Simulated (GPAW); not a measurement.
# Core-hole calculation of the Al K edge in Al2Cu (P4/mmm), part 3 of 3

Aim: the near-edge shape at the Al K edge of Al2Cu (P4/mmm), and what the core hole does to it.

GPAW 26.7.0; X-ray absorption from dipole matrix elements to empty bands, plane-wave PAW LDA.

So far. Step 5 (Spectrum with XCH, Al atom 2): The total-energy difference is 1563.72 eV. One term is added: -13.88 eV, since the hole is spin-paired here and a spin-polarised one costs that much less in the free atom (computed apart). The photon energy is then 1549.84 eV. The tabulated edge of the element is 1559 eV. The functional leaves an error in such absolute values: in the free atom LDA prices this hole 7.2 eV below PBE (computed apart), and PBE is itself good to a few eV.

### Step 8. Spectrum with XCH, Al atom 2

A smaller cell brings the holes closer; here they are 5.8 Å apart.

Changed against the first core-hole run: supercell atoms from 24 to 12.

xas.py

```python
import numpy as np
from ase import Atoms
from ase.parallel import parprint, paropen
from gpaw import GPAW, PW, FermiDirac, Mixer, MixerDif, setup_paths
from gpaw.test import gen
setup_paths.insert(0, '.')
gen('Al', name='fch1s', xcname='LDA', corehole=(1, 0, 1), write_xml=True)
from gpaw.mpi import world
world.barrier()

atoms = Atoms('Cu4Al8',
    cell=[[-4.105182, 4.105182, 0],
     [-4.105182, -4.105182, 0],
     [4.105182, 0, 5.782626]],
    scaled_positions=[[0, 0, 0],
     [0.5, 0.5, 0],
     [0.25, 0.25, 0.5],
     [0.75, 0.75, 0.5],
     [0.375, 0.875, 0.25],
     [0.875, 0.375, 0.25],
     [0.625, 0.125, 0.75],
     [0.125, 0.625, 0.75],
     [0.875, 0.875, 0.25],
     [0.375, 0.375, 0.25],
     [0.125, 0.125, 0.75],
     [0.625, 0.625, 0.75]],
    pbc=True)
atoms.calc = calc = GPAW(legacy_gpaw=True, mode=PW(430), xc='LDA', setups={4: 'fch1s'},
    kpts={'size': (3, 3, 3), 'gamma': True}, occupations=FermiDirac(0.1),
    charge=-1, mixer=Mixer(0.1, 5, 50), maxiter=150,
    convergence={'density': 0.0001}, txt='scf.txt')
energy = atoms.get_potential_energy() + calc.get_reference_energy()
ef = calc.get_fermi_level()
out = dict(energy=energy, fermi=ef, forces=atoms.get_forces().tolist())
parprint(f'all-electron energy {energy:.4f} eV, Fermi level {ef:.4f} eV')
ev = np.array([[calc.get_eigenvalues(k, s) for k in range(len(calc.get_ibz_k_points()))] for s in range(calc.get_number_of_spins())])
out['homo'], out['lumo'], out['counts'] = ev[ev < ef].max(), ev[ev > ef].min(), sorted(set((ev < ef).sum((0, 2)).tolist()))
out['filled'] = (ev[:, 0] < ef).sum(1).tolist()

from ase.units import Ha
from gpaw.xas import dipole_matrix_elements
nb = int(calc.get_number_of_electrons() / 2) + 119
top, nb = nb, nb + 8 + nb // 12
nscf = calc.fixed_density(kpts={'size': (4, 4, 4), 'gamma': True}, nbands=nb,
    convergence={'bands': top, 'eigenstates': 1e-5}, maxiter=60, txt='nscf.txt')
cell = atoms.cell.array
ops = [cell.T @ U.T @ np.linalg.inv(cell.T) for U in nscf.wfs.kd.symmetry.op_scc]
E = np.arange(-6, 34, 0.1)
fwhm = np.interp(E, [4, 25], [0.9, 3.5])
Y, X, zero, highest = 0, 0, 1e9, 1e9
for spin in range(nscf.get_number_of_spins()):
    wfs = nscf.wfs
    A = dipole_matrix_elements(wfs.setups[4])
    eps = np.zeros((wfs.kd.nibzkpts, nb))
    d = np.zeros((3, A.shape[1], wfs.kd.nibzkpts, nb), complex)
    for kpt in wfs.kpt_u:
        if kpt.s == spin and 4 in kpt.P_ani:
            eps[kpt.k] = kpt.eps_n * Ha
            d[:, :, kpt.k] = (kpt.weight * wfs.nspins / 2) ** 0.5 * np.inner(A, kpt.P_ani[4])
    world.sum(eps)
    world.sum(d)
    T = np.einsum('amkn,bmkn->abkn', d, d.conj()).real
    T = sum(np.einsum('ai,ijkn,bj->abkn', R, T, R) for R in ops) / len(ops)
    empty = eps > ef
    zero, highest = min(zero, eps[empty].min()), min(highest, eps[:, top - 1].min())
    lines = [(eps, T, empty)] if spin == 0 else lines + [(eps, T, empty)]
for eps, T, empty in lines:
    f = np.einsum('aakn->akn', T).reshape(3, -1)
    x = eps.ravel() - zero
    w = np.interp(x, E, fwhm) / 2.35482
    g = np.exp(-0.5 * ((E[:, None] - x) / w) ** 2) / (w * (2 * np.pi) ** 0.5)
    Y = Y + (f * empty.ravel()) @ g.T
    X = X + (f * ~empty.ravel()) @ g.T
out.update(E=E.round(2).tolist(), xas=Y.tolist(), xes=X.tolist(), zero=zero, valid=highest - zero, nk=len(eps), nb=nb)
for i in range(0, len(E), 10):
    parprint(f'{E[i]:7.2f}', *(f'{v:10.3e}' for v in Y[:, i]))
import json
with paropen('out.json', 'w') as f:
    json.dump(out, f)
```

The run is started by

```console
$ OMP_NUM_THREADS=1 mpirun -n 4 gpaw python xas.py
```

Numbers of over 12 decimals in the logs are rounded to 6 here.

Output:

```text
Input parameters:
  charge: -1
  convergence: {density: 0.0001}
  kpts: {gamma: True,
         size: (3, 3, 3)}
  maxiter: 150
  mixer: {backend: pulay,
          beta: 0.1,
          method: separate,
          nmaxold: 5,
          weight: 50}
  mode: {ecut: 430.0,
         name: pw}
  occupations: {fixmagmom: False,
                name: fermi-dirac,
                width: 0.1}
  setups: {4: fch1s}

Initialize ...

[...]
warnings.warn('Using symmetrized grid: ({},{},{}).\n'.format(*N_c))
<dir> UserWarning: Initial realspace grid (28,28,35) inconsistent with symmetries.
  warnings.warn(
<dir> UserWarning: Using symmetrized grid: (35,35,35).

  warnings.warn('Using symmetrized grid: ({},{},{}).\n'.format(*N_c))
all-electron energy -230920.4993 eV, Fermi level 6.3801 eV
[...]
32.00  6.497e-06  5.959e-06  6.829e-06
  33.00  6.277e-06  6.049e-06  6.616e-06
[key lines of the parts left out:]
Converged after 18 iterations.
Dipole moment: (-0.356989, -0.416160, 0.150335) |e|*Ang
Free energy:    -61.837626
Fermi level: 6.38010
```

Run time: 2 min. Hardware: 4 MPI ranks of Arm Neoverse V2, shared host; peak memory 0.4 GiB.

| E (eV) | first run | this run |
| --- | --- | --- |
| -2.0 | 0.00 | 0.00 |
| -1.0 | 0.00 | 0.01 |
| 0.0 | 0.48 | 0.65 |
| 1.0 | 0.93 | 0.91 |
| 2.0 | 1.11 | 0.88 |
| 3.0 | 0.98 | 1.01 |
| 4.0 | 1.24 | 1.18 |
| 5.0 | 1.13 | 1.13 |
| 6.0 | 1.35 | 1.58 |
| 7.0 | 1.13 | 1.05 |
| 8.0 | 1.12 | 1.20 |
| 9.0 | 1.24 | 1.08 |
| 10.0 | 1.08 | 0.97 |
| 11.0 | 0.90 | 0.95 |
| 12.0 | 0.93 | 1.04 |
| 13.0 | 0.98 | 1.01 |
| 14.0 | 0.93 | 0.90 |
| 15.0 | 0.95 | 0.94 |
| 16.0 | 0.93 | 0.94 |
| 17.0 | 0.86 | 0.89 |
| 18.0 | 0.79 | 0.82 |
| 19.0 | 0.72 | 0.72 |
| 20.0 | 0.64 | 0.63 |
| 21.0 | 0.59 | 0.57 |
| 22.0 | 0.55 | 0.53 |
| 23.0 | 0.52 | 0.50 |
| 24.0 | 0.52 | 0.50 |
| 25.0 | 0.55 | 0.53 |
| 26.0 | 0.59 | 0.60 |
| 27.0 | 0.64 | 0.67 |
| 28.0 | 0.70 | 0.74 |
| 29.0 | 0.78 | 0.82 |

The scaled spectrum changes by 9 % r.m.s. The highest intensity below 16 eV goes from 5.9 eV (1.36) to 5.9 eV (1.58).

The photon energy of the zero moves by -0.24 eV.

### Step 9. What the core hole does

Both curves are counted from their own zero, so only the shift of weight within the empty states shows.

| E (eV) | no hole | XCH |
| --- | --- | --- |
| -2.0 | 0.00 | 0.00 |
| -1.0 | 0.01 | 0.00 |
| 0.0 | 0.27 | 0.48 |
| 1.0 | 0.50 | 0.93 |
| 2.0 | 0.68 | 1.11 |
| 3.0 | 0.80 | 0.98 |
| 4.0 | 1.03 | 1.24 |
| 5.0 | 0.75 | 1.13 |
| 6.0 | 1.09 | 1.35 |
| 7.0 | 1.12 | 1.13 |
| 8.0 | 1.10 | 1.12 |
| 9.0 | 1.19 | 1.24 |
| 10.0 | 1.19 | 1.08 |
| 11.0 | 1.01 | 0.90 |
| 12.0 | 1.10 | 0.93 |
| 13.0 | 1.15 | 0.98 |
| 14.0 | 1.16 | 0.93 |
| 15.0 | 1.17 | 0.95 |
| 16.0 | 1.06 | 0.93 |
| 17.0 | 1.07 | 0.86 |
| 18.0 | 1.11 | 0.79 |
| 19.0 | 1.07 | 0.72 |
| 20.0 | 0.97 | 0.64 |
| 21.0 | 0.82 | 0.59 |
| 22.0 | 0.67 | 0.55 |
| 23.0 | 0.60 | 0.52 |
| 24.0 | 0.58 | 0.52 |
| 25.0 | 0.60 | 0.55 |
| 26.0 | 0.62 | 0.59 |
| 27.0 | 0.64 | 0.64 |
| 28.0 | 0.67 | 0.70 |
| 29.0 | 0.71 | 0.78 |

With each curve scaled to its own mean, the area from −2 to 6 eV with the hole is 6.6 against 4.5, and the centre of weight from −1 to 20 eV moves by -1.4 eV: the hole pulls the absorber's empty states down.

### Step 10. Outcome

- absorber and edge: Al K, atom 2 of the ground-state input (counted from 1)
- surroundings: 4 Cu at 2.51 Å, 2 Al at 2.89 Å and 4 Al at 2.90 Å (10-fold, site symmetry mmm)
- highest intensity below 16 eV: 5.9 eV above the zero, height 1.36
- photon energy of the zero, with the added terms: 1549.8 eV (raw 1563.7 eV; LDA puts this hole about 7 eV below PBE, itself good to a few eV)

**Reading.** The Al K edge of atom 2, with 4 Cu at 2.51 Å, 2 Al at 2.89 Å and 4 Al at 2.90 Å (10-fold, site symmetry mmm), has its highest intensity of the first 16 eV at 5.9 eV above the zero, near 1556 eV in photon energy (LDA puts this hole about 7 eV below PBE, itself good to a few eV), 1.4 times the mean level of the first 20 eV (Gaussian full width 0.9 eV up to 4 eV, rising linearly to 3.5 eV at 25 eV). With each curve scaled to its own mean, the area from −2 to 6 eV with the hole is 6.6 against 4.5, and the centre of weight from −1 to 20 eV moves by -1.4 eV: the hole pulls the absorber's empty states down. Changing the core hole to FCH alters the shape by 2 % r.m.s., so the result is insensitive to this choice. Changing the supercell atoms from 24 to 12 alters the shape by 9 % r.m.s., a modest effect on the whole. The mesh is coarse (0.27 Å⁻¹ between points), so small maxima may be mesh ripples. Lifetime broadening is put in by hand, and intensities beyond about 20 eV depend on it and on the partial waves; weight that the partial waves miss at high energy is lost. The structure is a computed Materials Project entry and may be a hypothetical form.

[Banner, clock and machine lines of the logs are left out without a mark of their own.]

[Logs are printed without paths, hosts, clocks, repeated set-up lines and the standing remarks that a program may print on its own settings, such as how far it seeks lower states.]

[Hosts, paths, dates, database ids (printed as entryN), source tags and the programs' standing remarks are cut or masked in the printed files.]

[Lists of maxima count a maximum above −3 eV only where it reaches 4 % of the highest in the window and stands out from its surroundings by 2 % of it (1.5 % where it reaches 55 %); shoulders and weaker maxima are passed over, and of the rest the first, up to two pre-edge ones and the few strongest are named.]
